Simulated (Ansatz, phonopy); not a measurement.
**Hf (Hafnium, P6_3/mmc): a volume series of phonon spectra**

Which modes of Hf (Hafnium) drive its thermal expansion?

Main program and level: Ansatz 0.2.0; DFT PBEsol, scalar-relativistic, plane waves, PAW; PAW set soft_1.

## Step 1: The structure

It takes space group P6_3/mmc (No. 194, hexagonal). Conventional cell: a = 3.197 Å, b = 3.197 Å, c = 5.058 Å, α = 90.00°, β = 90.00°, γ = 120.00°. Hf has 12 Hf at 3.13 to 3.20 Å nearest.

## Step 2: Probe on a coarse mesh

A cheap single point shows whether the cell is a metal or an insulator and how far it is from rest; that sets the k-mesh and the occupations of what follows.

input.yaml reads:

```yaml
crystal:
  lattice:
    - [3.1967, 0.0, 0.0]
    - [-1.59835, 2.7684234083, 0.0]
    - [0.0, 0.0, 5.0578]
  atoms:
    - { symbol: Hf, position: [0.3333333333, 0.6666666667, 0.25] }
    - { symbol: Hf, position: [0.6666666667, 0.3333333333, 0.75] }
kpoints:
  mp_grid: { grid: [6, 6, 4] }
hamiltonian:
  xc: pbesol
  pseudopotentials: { kind: paw, azcp: { folder: soft_1 }, xc_functional: pbe }
scf:
  occupations: { method: gaussian, width: 0.1 }
  lower_state_search: "off"
output:
  forces: true
  stress: true
  eigenvalues: true
```

On the command line:

```
$ ansatz run input.yaml --threads 18 --pin off --max-ram 92160MiB --backend cuda --events-out ev --progress --plain --runs-dir out --max-vram 78GiB
```

Then come: finding the static equilibrium; tight relaxation; phonons, V/V0 1; A cell at another volume, V/V0 1.015; phonons, V/V0 1.015; relaxing at fixed volume, V/V0 0.985; lattice dynamics at this volume, V/V0 0.985; relaxing at fixed volume, V/V0 1.03; lattice dynamics at this volume, V/V0 1.03; relaxing at fixed volume, V/V0 0.97; lattice dynamics at this volume, V/V0 0.97; A cell at another volume, V/V0 1.05; phonons, V/V0 1.05; mode Grüneisen parameters; free-energy fit. Settings of the main run: cutoff 420 eV, 15×15×8 k-mesh, Methfessel-Paxton occupations, smearing width 0.2 eV, search for lower states off, 3×3×2 q-mesh, PAW set soft 1.

Before running: what should come out for the isothermal bulk modulus at 300 K?

Near room temperature Hf (Hafnium) expands by 19.9 × 10⁻⁶/K in volume by PBEsol, with C_P = 24.6 J/(mol K) per mole of atoms and B_T = 110 GPa. The q-mesh is coarse, and the expansion can converge slowly with it. C_P at room temperature is 99 % of the classical 3R an atom.

| Quantity | Value |
| --- | --- |
| volume expansion coefficient at 300 K | 19.89 1e-6/K |
| isothermal bulk modulus at 300 K | 110.3 GPa |
| C_P at 300 K | 24.59 J/mol-atom/K |
| Grüneisen parameter at 300 K | 1.177 |
| mean mode Grüneisen parameter at 300 K | 1.15 |

The fit leaves out the electrons' free energy, which adds to C_P and to the expansion of a metal at high temperature. The heat-capacity-weighted Grüneisen parameter goes from 1.03 at 50 K to 1.16 at 800 K. Weighting γ by the density of states and each mode's heat capacity at 300 K, modes below 50 cm⁻¹ give about 1 % of the sum of γC that drives the expansion, those up to 110 cm⁻¹ 40 % and the rest 59 %. Among the labelled points γ is largest for branch 6 at Γ (106 cm⁻¹, 3.6) and most negative for branch 1 at A (53.8 cm⁻¹, -0.46). The PAW files were made for PBE and are used here under another functional, for which the program regenerates the frozen cores.

[Logs are printed without paths, hosts, clocks, repeated set-up lines and the standing remarks that a program may print on its own settings, such as how far it seeks lower states.]

[Hosts, paths, dates, database ids (printed as entryN), source tags and the programs' standing remarks are cut or masked in the printed files.]

[A step with changed settings may run another functional than the one named; its input shows which.]


